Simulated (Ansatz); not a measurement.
## Which site? a vacancy of Te in Σ7 (111) twist boundary in a CdSe-CdTe solid solution (84 atoms)

Aim: make a vacancy of Te at several sites of Σ7 (111) twist boundary in a CdSe-CdTe solid solution (84 atoms), relax each, and compare their energies.

Main program and level: Ansatz 0.2.0; Kohn-Sham DFT, PBE, PAW (set soft_2, large core), plane waves.

## (1) Starting point

The cell holds 84 atoms: 42 Cd, 27 Se and 15 Te. Cell: a = 11.631 Å, b = 11.631 Å, c = 21.369 Å, α = 90.0°, β = 90.0°, γ = 60.0°. It derives from CdSe and CdTe. Zinc-blende CdSe lattice (a = 6.2172 Å, the value set for the mixture); two grains turned against each other by 81.79 deg about [111]; 1 x 1 coincidence cells, 1 lattice periods a grain, two boundaries a cell, upper grain shifted by [0.351, 0.277] of the boundary cell and opened by 0 Å, no atom removed; 15 of 42 Se sites given to Te at random (lattice constant by Vegard's rule between CdSe and CdTe); annealed from 300 K for 3 ps and minimised with a classical potential (one cell length free). Regions: lower grain, 42 atoms (21 Cd, 13 Se and 8 Te); upper grain, 42 atoms (21 Cd, 7 Te and 14 Se).

Limits known from the start: The Brillouin zone is sampled at Γ only, in a cell whose shortest periodic width is 10 Å. The levels lack spin–orbit coupling, which is large for the heavy elements here.

## (2) Single point at the start

The forces at the start show how far the geometry lies from a minimum of this functional.

input.yaml

```yaml
crystal:
  lattice:
    - [11.63132, 0.0, 0.0]
    - [5.81566, 10.07302, 0.0]
    - [0.0, 0.0, 21.36885]
  atoms:
    - { symbol: Cd, position: [0.55416, 0.33786, 0.44334] }
    - { symbol: Se, position: [0.52012, 0.33185, 0.07082] }
    - { symbol: Cd, position: [0.70188, 0.09717, 0.11277] }
    - { symbol: Se, position: [0.71711, 0.09013, 0.2353] }
    - { symbol: Cd, position: [0.13878, 0.58486, 0.43745] }
    - { symbol: Se, position: [0.11909, 0.60297, 0.06259] }
    - { symbol: Cd, position: [0.16432, 0.78926, 0.10178] }
    - { symbol: Te, position: [0.15311, 0.79699, 0.23049] }
    - { symbol: Cd, position: [0.21906, 0.19906, 0.44727] }
    - { symbol: Te, position: [0.2263, 0.19387, 0.06355] }
    - { symbol: Cd, position: [0.2905, 0.37775, 0.11397] }
    - { symbol: Se, position: [0.29485, 0.37408, 0.23707] }
    - { symbol: Cd, position: [0.35419, 0.55431, 0.27598] }
    - { symbol: Se, position: [0.36314, 0.5608, 0.39815] }
    - { symbol: Cd, position: [0.48508, 0.14333, 0.28081] }
    - { symbol: Te, position: [0.48698, 0.1346, 0.41734] }
    - { symbol: Cd, position: [0.69534, 0.85827, 0.44403] }
    - { symbol: Se, position: [0.65287, 0.92271, 0.06096] }
    - { symbol: Cd, position: [0.82432, 0.46512, 0.43946] }
    - { symbol: Te, position: [0.80322, 0.46499, 0.05664] }
    - { symbol: Cd, position: [0.86194, 0.67213, 0.09224] }
    - { symbol: Se, position: [0.86546, 0.65505, 0.22092] }
    - { symbol: Cd, position: [0.90272, 0.84605, 0.2659] }
    - { symbol: Te, position: [0.9273, 0.8285, 0.39525] }
    - { symbol: Cd, position: [0.95388, 0.03173, 0.44593] }
    - { symbol: Te, position: [0.95093, 0.02849, 0.06487] }
    - { symbol: Cd, position: [0.99291, 0.22985, 0.11126] }
    - { symbol: Se, position: [0.00214, 0.23581, 0.23305] }
    - { symbol: Cd, position: [0.05382, 0.42376, 0.27025] }
    - { symbol: Se, position: [0.05579, 0.42339, 0.39458] }
    - { symbol: Cd, position: [0.4032, 0.75221, 0.44278] }
    - { symbol: Se, position: [0.39415, 0.75854, 0.0634] }
    - { symbol: Cd, position: [0.43238, 0.94781, 0.10497] }
    - { symbol: Te, position: [0.43922, 0.94593, 0.23414] }
    - { symbol: Cd, position: [0.56444, 0.52173, 0.10995] }
    - { symbol: Se, position: [0.58426, 0.51004, 0.23262] }
    - { symbol: Cd, position: [0.63855, 0.69323, 0.27052] }
    - { symbol: Se, position: [0.6353, 0.69218, 0.39406] }
    - { symbol: Cd, position: [0.77175, 0.275, 0.27374] }
    - { symbol: Se, position: [0.78531, 0.27095, 0.39686] }
    - { symbol: Cd, position: [0.18871, 0.00264, 0.27214] }
    - { symbol: Te, position: [0.19429, 0.9919, 0.40084] }
    - { symbol: Cd, position: [0.56429, 0.05308, 0.94751] }
    - { symbol: Te, position: [0.54171, 0.09205, 0.5731] }
    - { symbol: Cd, position: [0.95987, 0.97469, 0.93581] }
    - { symbol: Se, position: [0.96461, 0.97745, 0.56929] }
    - { symbol: Cd, position: [0.7347, 0.14533, 0.61798] }
    - { symbol: Se, position: [0.73504, 0.14703, 0.74087] }
    - { symbol: Cd, position: [0.41246, 0.79036, 0.94038] }
    - { symbol: Se, position: [0.39155, 0.80149, 0.56747] }
    - { symbol: Cd, position: [0.16467, 0.00139, 0.60907] }
    - { symbol: Se, position: [0.16467, 0.99828, 0.73219] }
    - { symbol: Cd, position: [0.93003, 0.19294, 0.77079] }
    - { symbol: Se, position: [0.93957, 0.19492, 0.89318] }
    - { symbol: Cd, position: [0.83467, 0.65909, 0.9364] }
    - { symbol: Te, position: [0.81345, 0.68619, 0.55818] }
    - { symbol: Cd, position: [0.57247, 0.85222, 0.61393] }
    - { symbol: Se, position: [0.5921, 0.85126, 0.73543] }
    - { symbol: Cd, position: [0.35899, 0.03151, 0.77745] }
    - { symbol: Se, position: [0.37018, 0.02391, 0.89977] }
    - { symbol: Cd, position: [0.22624, 0.53417, 0.94717] }
    - { symbol: Te, position: [0.22829, 0.53986, 0.56602] }
    - { symbol: Cd, position: [0.99618, 0.74692, 0.61056] }
    - { symbol: Se, position: [0.01023, 0.72362, 0.7326] }
    - { symbol: Cd, position: [0.7773, 0.9081, 0.7746] }
    - { symbol: Se, position: [0.79158, 0.89581, 0.89672] }
    - { symbol: Cd, position: [0.71983, 0.38654, 0.94071] }
    - { symbol: Te, position: [0.66588, 0.38412, 0.56072] }
    - { symbol: Cd, position: [0.43215, 0.57806, 0.61389] }
    - { symbol: Se, position: [0.44727, 0.56995, 0.73702] }
    - { symbol: Cd, position: [0.20612, 0.763, 0.76869] }
    - { symbol: Te, position: [0.20248, 0.76474, 0.89735] }
    - { symbol: Cd, position: [0.88316, 0.42305, 0.59873] }
    - { symbol: Se, position: [0.87669, 0.4286, 0.7253] }
    - { symbol: Cd, position: [0.64194, 0.61379, 0.77006] }
    - { symbol: Se, position: [0.64591, 0.61795, 0.89245] }
    - { symbol: Cd, position: [0.13905, 0.22634, 0.93443] }
    - { symbol: Se, position: [0.12832, 0.22946, 0.56569] }
    - { symbol: Cd, position: [0.29564, 0.29026, 0.61322] }
    - { symbol: Te, position: [0.30842, 0.28456, 0.74208] }
    - { symbol: Cd, position: [0.05366, 0.4875, 0.77168] }
    - { symbol: Se, position: [0.06466, 0.47098, 0.89432] }
    - { symbol: Cd, position: [0.50517, 0.3365, 0.78831] }
    - { symbol: Te, position: [0.50353, 0.32673, 0.93126] }
kpoints:
  mp_grid: { grid: [1, 1, 1] }
hamiltonian:
  xc: pbe
  pseudopotentials: { kind: paw, core: large }
scf:
  occupations: { method: fermi_dirac, width: 0.025 }
output:
  forces: true
```

On the command line:

```console
ansatz run input.yaml --threads 4 --pin off --max-ram 8192MiB --backend cpu --events-out ev --progress --plain --runs-dir out
```

Numbers of over 12 decimals in the logs are rounded to 6 here.

Output:

```text
[...]
Pseudopotentials: kind: paw
Pseudopotential: Cd, paw, valence charge 20, recommended cutoff 420 eV (normal), Cd.paw.azcp
Pseudopotential: Se, paw, valence charge 6, recommended cutoff 420 eV (normal), Se.paw.azcp#standard-large-core
Pseudopotential: Te, paw, valence charge 6, recommended cutoff 420 eV (normal), Te.paw.azcp#standard-large-core
[...]
Crystal: 84 atoms, lattice volume = 2503.628 Å³
Basis set: ecut = 420 eV, 49013 PW (Γ), exchange–correlation on 160×160×288 points (8 copies of the dense FFT grid, shifted against one another)
Bands: 630, of which v1, the nominal top of the filled ones, is band 546 counted from 1 (545 counted from 0)
Symmetry: 1 space group operations
Space group: P1 (ITA 1), of the structure as read, at distance tolerance 1.4e-4 Å
k-points: 1
[...]
Initial density: superposition of atomic densities (chi_scale 0.1, normalization cell, long waves kept (reshape's long-wave potential 0.44 eV rms))
Initial wavefunctions: pseudopotential atomic-orbital guess
[...]
SCF iter   1: F=—  HF=-490520.030958 eV  |F-HF|=—  |Δ(HF+E_count)|=         —  Δρ=2.24e-2  dr2=3.18e1  ethr=3.10e-3  ⟨swp⟩=7.0  Hψ=2293  notcnv=0  defer=46
preconditioner: auto → LDOS  [insulator: Δε(μ)=0.231 eV  Ē_g=10.387 eV  σ=0.025 eV  W_gap=0.98  n_scr=562 (ndim 8)  ℏωp=20.4 eV  f_vac=0.062  D(μ)=1.56/eV (n_scr^D=2)  ε∞_Penn≈4.9  β→1.0]
[...]
SCF iter  13: F=—  HF=-490514.390056 eV  |F-HF|=—  |Δ(HF+E_count)|=   5.20e-7  Δρ=2.23e-6  dr2=2.46e-7  ethr=1.12e-10  ⟨swp⟩=3.0  Hψ=968  notcnv=0  defer=76
SCF iter  14: F=-490514.390057 eV  HF=-490514.390057 eV  |F-HF|=8.73e-10  |Δ(HF+E_count)|=   3.43e-8  Δρ=7.84e-7  dr2=2.03e-8  ethr=9.16e-12  ⟨swp⟩=5.0  Hψ=2162  notcnv=0
SCF 1 converged in 14 iterations: F = -490514.390057 eV  dr2 = 2.03e-8
[...]
SCF converged after 14 iterations
Free energy (F): -490514.390057 eV
Harris-Foulkes:  -490514.390057 eV  (|F-HF|=8.73e-10)
Internal energy: -490514.375017 eV  (E = F + TS)
E sigma→0 (E₀):  -490514.382537 eV
Entropy (-TS):   -0.015040 eV (-0.179 meV/atom)
Fermi energy:    6.963984 eV
--- Per-component energies (eV) ---
[...]
Σ components = -490514.390057   (vs F -490514.390057, Δ=0.00e0)
--- Forces (eV/Å), atoms counted from 1 ---
  atom   1  Cd    -0.22013179    -0.13925002     0.18372502
  atom   2  Se     0.08574677     0.01991904     0.30087804
  atom   3  Cd    -0.03259156     0.15368425     0.10088041
  atom   4  Se     0.09254155     0.04582790     0.14487142
[...]
atom  84  Te     0.05936290    -0.00424458    -0.81526532
  max |Σ_I F_I| component: 1.61e-5 eV/Å
```

Run time: 61 s. Hardware: 4 threads of Arm Neoverse V2, shared host; peak memory 3.9 GiB.

The program notes that potentials were chosen by core size.

The r.m.s. force at the start is 0.17 eV/Å.

## (3) Relaxation

The atoms are relaxed in the fixed cell, aiming at the force tolerance of the input.

input.yaml

```yaml
crystal:
  lattice:
    - [11.63132, 0.0, 0.0]
    - [5.81566, 10.07302, 0.0]
    - [0.0, 0.0, 21.36885]
  atoms:
    [... the 84 atom lines of step 2 ...]
kpoints:
  mp_grid: { grid: [1, 1, 1] }
hamiltonian:
  xc: pbe
  pseudopotentials: { kind: paw, core: large }
scf:
  occupations: { method: fermi_dirac, width: 0.025 }
output:
  forces: true
relax:
  f_tol: 0.05
  max_steps: 120
```

Output:

```text
[...]
Crystal: 84 atoms, lattice volume = 2503.628 Å³
Basis set: ecut = 420 eV, 49013 PW (Γ), exchange–correlation on 160×160×288 points (8 copies of the dense FFT grid, shifted against one another)
Bands: 656, of which v1, the nominal top of the filled ones, is band 546 counted from 1 (545 counted from 0)
Symmetry: 1 space group operations
[...]
k-points: 1
[...]
SCF iter   1: F=—  HF=-490520.043595 eV  |F-HF|=—  |Δ(HF+E_count)|=         —  Δρ=2.24e-2  dr2=3.18e1  ethr=3.10e-3  ⟨swp⟩=7.0  Hψ=2427  notcnv=0  defer=63
[...]
SCF iter  11: F=-490514.390052 eV  HF=-490514.390056 eV  |F-HF|=3.90e-6  |Δ(HF+E_count)|=   8.23e-6  Δρ=1.21e-5  dr2=8.43e-6  ethr=5.72e-9  ⟨swp⟩=5.0  Hψ=1924  notcnv=0
SCF 1 converged in 11 iterations: F = -490514.390052 eV  dr2 = 8.43e-6
[...]
relax step   1: F+E_penalty+E_count = -490514.39005169 eV  Δ(F+E_penalty+E_count) = +0.000e0 eV  max|allowed force component| = 8.154e-1 eV/Å  Δτ_max = 0.0000 Å  (11 SCF iters, dr2 threshold 6.25e-5 eV, accepted)
[...]
relax step   2: F+E_penalty+E_count = -490514.95871924 eV  Δ(F+E_penalty+E_count) = -5.687e-1 eV  max|allowed force component| = 3.830e-1 eV/Å  Δτ_max = 0.1955 Å  (7 SCF iters, dr2 threshold 4.16e-5 eV, accepted)
[...]
relax step   3: F+E_penalty+E_count = -490515.13715561 eV  Δ(F+E_penalty+E_count) = -1.784e-1 eV  max|allowed force component| = 1.364e-1 eV/Å  Δτ_max = 0.0836 Å  (7 SCF iters, dr2 threshold 9.17e-6 eV, accepted)
relax step   4: F+E_penalty+E_count = -490515.22426415 eV  Δ(F+E_penalty+E_count) = -8.711e-2 eV  max|allowed force component| = 2.170e-1 eV/Å  Δτ_max = 0.2000 Å  (9 SCF iters, accepted)
relax step   5: F+E_penalty+E_count = -490515.30266998 eV  Δ(F+E_penalty+E_count) = -7.841e-2 eV  max|allowed force component| = 2.149e-1 eV/Å  Δτ_max = 0.1924 Å  (6 SCF iters, dr2 threshold 5.97e-6 eV, accepted)
relax step   6: F+E_penalty+E_count = -490515.35060887 eV  Δ(F+E_penalty+E_count) = -4.794e-2 eV  max|allowed force component| = 4.313e-1 eV/Å  Δτ_max = 0.1836 Å  (6 SCF iters, dr2 threshold 4.53e-5 eV, accepted)
relax step   7: F+E_penalty+E_count = -490515.44911860 eV  Δ(F+E_penalty+E_count) = -9.851e-2 eV  max|allowed force component| = 1.685e-1 eV/Å  Δτ_max = 0.1992 Å  (5 SCF iters, dr2 threshold 1.00e-4 eV, accepted)
relax step   8: F+E_penalty+E_count = -490515.50265524 eV  Δ(F+E_penalty+E_count) = -5.354e-2 eV  max|allowed force component| = 1.236e-1 eV/Å  Δτ_max = 0.2000 Å  (7 SCF iters, dr2 threshold 4.33e-6 eV, accepted)
relax step   9: F+E_penalty+E_count = -490515.53023456 eV  Δ(F+E_penalty+E_count) = -2.758e-2 eV  max|allowed force component| = 1.174e-1 eV/Å  Δτ_max = 0.1069 Å  (9 SCF iters, accepted)
relax step  10: F+E_penalty+E_count = -490515.56050454 eV  Δ(F+E_penalty+E_count) = -3.027e-2 eV  max|allowed force component| = 6.700e-2 eV/Å  Δτ_max = 0.0956 Å  (6 SCF iters, dr2 threshold 7.42e-6 eV, accepted)
relax step  11: F+E_penalty+E_count = -490515.56994248 eV  Δ(F+E_penalty+E_count) = -9.438e-3 eV  max|allowed force component| = 1.602e-1 eV/Å  Δτ_max = 0.1268 Å  (8 SCF iters, accepted)
relax step  12: F+E_penalty+E_count = -490515.57893604 eV  Δ(F+E_penalty+E_count) = -8.994e-3 eV  max|allowed force component| = 2.850e-2 eV/Å  Δτ_max = 0.0471 Å  (5 SCF iters, dr2 threshold 8.36e-6 eV, accepted)
[...]
relax step  13: F+E_penalty+E_count = -490515.57893797 eV  Δ(F+E_penalty+E_count) = -1.935e-6 eV  max|allowed force component| = 2.841e-2 eV/Å  Δτ_max = 0.0000 Å  (4 SCF iters, accepted)
SCF converged after 4 iterations
Free energy (F): -490515.578938 eV
[...]
Internal energy: -490515.578309 eV  (E = F + TS)
E sigma→0 (E₀):  -490515.578623 eV
Entropy (-TS):   -0.000629 eV (-0.007 meV/atom)
Fermi energy:    6.793541 eV
[...]
--- Forces (eV/Å), atoms counted from 1 ---
  atom   1  Cd    -0.00315571     0.00819520     0.00013439
  atom   2  Se     0.01144929     0.00448594     0.01051891
  atom   3  Cd    -0.00602994     0.00623154    -0.00847383
  atom   4  Se     0.00030781    -0.00574409     0.00617782
  atom   5  Cd     0.00833719    -0.00462124    -0.00092194
  atom   6  Se    -0.00541808    -0.00547167    -0.00750014
  atom   7  Cd     0.00197818     0.00572222    -0.00117443
  atom   8  Te     0.00003029    -0.00290569     0.00436198
  atom   9  Cd     0.00394733    -0.00212465    -0.00535660
  atom  10  Te     0.00436205     0.00653889    -0.00582444
  atom  11  Cd     0.01745103    -0.00493681     0.00105689
  atom  12  Se    -0.00732621     0.00687414    -0.00447727
  atom  13  Cd     0.00509853    -0.00316510    -0.00897017
  atom  14  Se    -0.00232013    -0.00048391     0.00686772
[...]
atom  83  Cd    -0.00150015     0.00644896     0.00154110
  atom  84  Te    -0.00456322    -0.01057885    -0.01586628
  max |Σ_I F_I| component: 2.66e-5 eV/Å
--- Relaxed structure (13 steps of the walk, 13 accepted, 0 SCFs on fresh bases) ---
  F+E_penalty+E_count = -490515.57893797 eV   max|allowed force component| = 2.841e-2 eV/Å
  atoms:
    - { symbol: Cd, position: [0.566340, 0.354954, 0.449378] }
    - { symbol: Se, position: [0.551804, 0.357890, 0.070294] }
    - { symbol: Cd, position: [0.707466, 0.120677, 0.120075] }
    - { symbol: Se, position: [0.725189, 0.117373, 0.242665] }
[...]
- { symbol: Te, position: [0.481812, 0.300558, 0.909310] }
```

Elapsed: 7.8 min, on 4 threads; peak memory 4 GiB; 31 min of CPU time.

The relaxation converged after 13 steps, 1.19 eV below its start, with a largest force component of 0.028 eV/Å.

## (4) Single point at the relaxed geometry

The electronic structure is read at the final geometry, in a run of its own.

input.yaml

```yaml
crystal:
  lattice:
    - [11.63132, 0.0, 0.0]
    - [5.81566, 10.07302, 0.0]
    - [0.0, 0.0, 21.36885]
  atoms:
    - { symbol: Cd, position: [0.56634, 0.35495, 0.44938] }
    - { symbol: Se, position: [0.5518, 0.35789, 0.07029] }
    - { symbol: Cd, position: [0.70747, 0.12068, 0.12007] }
    - { symbol: Se, position: [0.72519, 0.11737, 0.24266] }
    - { symbol: Cd, position: [0.13806, 0.60708, 0.43621] }
    - { symbol: Se, position: [0.11073, 0.62772, 0.05333] }
    [... 72 atom lines left out ...]
    - { symbol: Cd, position: [0.29936, 0.24858, 0.60033] }
    - { symbol: Te, position: [0.30046, 0.25212, 0.73044] }
    - { symbol: Cd, position: [0.04976, 0.46303, 0.76458] }
    - { symbol: Se, position: [0.05794, 0.44648, 0.88841] }
    - { symbol: Cd, position: [0.49247, 0.30549, 0.77846] }
    - { symbol: Te, position: [0.48181, 0.30056, 0.90931] }
kpoints:
  mp_grid: { grid: [1, 1, 1] }
hamiltonian:
  xc: pbe
  pseudopotentials: { kind: paw, core: large }
scf:
  occupations: { method: fermi_dirac, width: 0.025 }
output:
  forces: true
  stress: true
  populations: true
  dos:
    method: { smearing: { sigma: 0.08 } }
    de: 0.1
    projected:
      site_lists:
        Cd: [Cd]
        Se: [Se]
        Te: [Te]
        lower_grain: [0, 1, 2, 3, 4, 5, 6, 7, 8, 9, 10, 11, 12, 13, 14, 15, 16, 17, 18, 19, 20, 21, 22, 23, 24, 25, 26, 27, 28, 29, 30, 31, 32, 33, 34, 35, 36, 37, 38, 39, 40, 41]
        upper_grain: [42, 43, 44, 45, 46, 47, 48, 49, 50, 51, 52, 53, 54, 55, 56, 57, 58, 59, 60, 61, 62, 63, 64, 65, 66, 67, 68, 69, 70, 71, 72, 73, 74, 75, 76, 77, 78, 79, 80, 81, 82, 83]
  eigenvalues: true
  write_density: true
  write_potential: true
  volumetric_format: npy
```

Output:

```text
[...]
Crystal: 84 atoms, lattice volume = 2503.628 Å³
Basis set: ecut = 420 eV, 49013 PW (Γ), exchange–correlation on 160×160×288 points (8 copies of the dense FFT grid, shifted against one another)
Bands: 656, of which v1, the nominal top of the filled ones, is band 546 counted from 1 (545 counted from 0)
Symmetry: 1 space group operations
[...]
k-points: 1
[...]
SCF iter   1: F=—  HF=-490520.942559 eV  |F-HF|=—  |Δ(HF+E_count)|=         —  Δρ=2.24e-2  dr2=2.45e1  ethr=3.10e-3  ⟨swp⟩=7.0  Hψ=2442  notcnv=0  defer=65
[...]
SCF iter  12: F=-490515.578932 eV  HF=-490515.578932 eV  |F-HF|=4.07e-9  |Δ(HF+E_count)|=   4.20e-8  Δρ=5.92e-7  dr2=1.23e-8  ethr=9.16e-12  ⟨swp⟩=20.0  Hψ=6022  notcnv=0
SCF 1 converged in 12 iterations: F = -490515.578932 eV  dr2 = 1.23e-8
[...]
SCF converged after 12 iterations
Free energy (F): -490515.578932 eV
[...]
Internal energy: -490515.578303 eV  (E = F + TS)
E sigma→0 (E₀):  -490515.578618 eV
Entropy (-TS):   -0.000629 eV (-0.007 meV/atom)
Fermi energy:    6.793525 eV
[...]
--- Forces (eV/Å), atoms counted from 1 ---
  atom   1  Cd    -0.00312911     0.00829995    -0.00004880
  atom   2  Se     0.01168906     0.00476454     0.01089340
  atom   3  Cd    -0.00659777     0.00616291    -0.00823774
  atom   4  Se     0.00033849    -0.00547800     0.00641184
  atom   5  Cd     0.00847225    -0.00445176    -0.00108250
  atom   6  Se    -0.00524481    -0.00533500    -0.00794248
  atom   7  Cd     0.00215485     0.00546679    -0.00152200
  atom   8  Te     0.00002547    -0.00222721     0.00497630
  atom   9  Cd     0.00400647    -0.00191606    -0.00559691
  atom  10  Te     0.00353317     0.00646474    -0.00630289
  atom  11  Cd     0.01758858    -0.00503943     0.00155948
  atom  12  Se    -0.00729496     0.00647677    -0.00447503
  atom  13  Cd     0.00500976    -0.00330154    -0.00882648
  atom  14  Se    -0.00222395    -0.00033942     0.00734173
[...]
atom  83  Cd    -0.00110141     0.00649511     0.00173683
  atom  84  Te    -0.00464466    -0.01069053    -0.01636405
  max |Σ_I F_I| component: 8.05e-6 eV/Å
--- Stress (GPa, compression-positive) ---
        1.851447      -0.032566      -0.016993
       -0.032566       1.928950       0.003420
       -0.016993       0.003420       2.717561
  P = ⅓ Tr σ = 2.1660 GPa (21.660 kbar)
--- Band table (eV) ---
[...]
--- Löwdin populations: 84 sites ---
  site symbol       q [e]
     0     Cd     18.8108
     1     Se      7.0545
     2     Cd     18.7793
[...]
83     Te      6.8793
  spilling = 0.007975 (of n_electrons = 1092.000000)
```

Wall time 88 s (4 threads); peak memory 4.1 GiB; 5.7 min of CPU time.

Read from the output:

```yaml
free_energy: -490515.5789 eV
free_energy_per_atom: -5839.4712 eV/atom
scf_cycles: 12
pressure: 2.166 GPa
r_m_s_force_component: 0.0066 eV/Å
longest_force: 0.03503 eV/Å
fermi_energy: 6.794 eV
spacing_of_highest_filled_and_lowest_empty_level: 0.3605 eV
spilling_of_the_projection: 0.007975
```

(Continued in part 2 of 2.)

[Logs are printed without paths, hosts, clocks, repeated set-up lines and the standing remarks that a program may print on its own settings, such as how far it seeks lower states.]

[Hosts, paths, dates, database ids (printed as entryN), source tags and the programs' standing remarks are cut or masked in the printed files.]
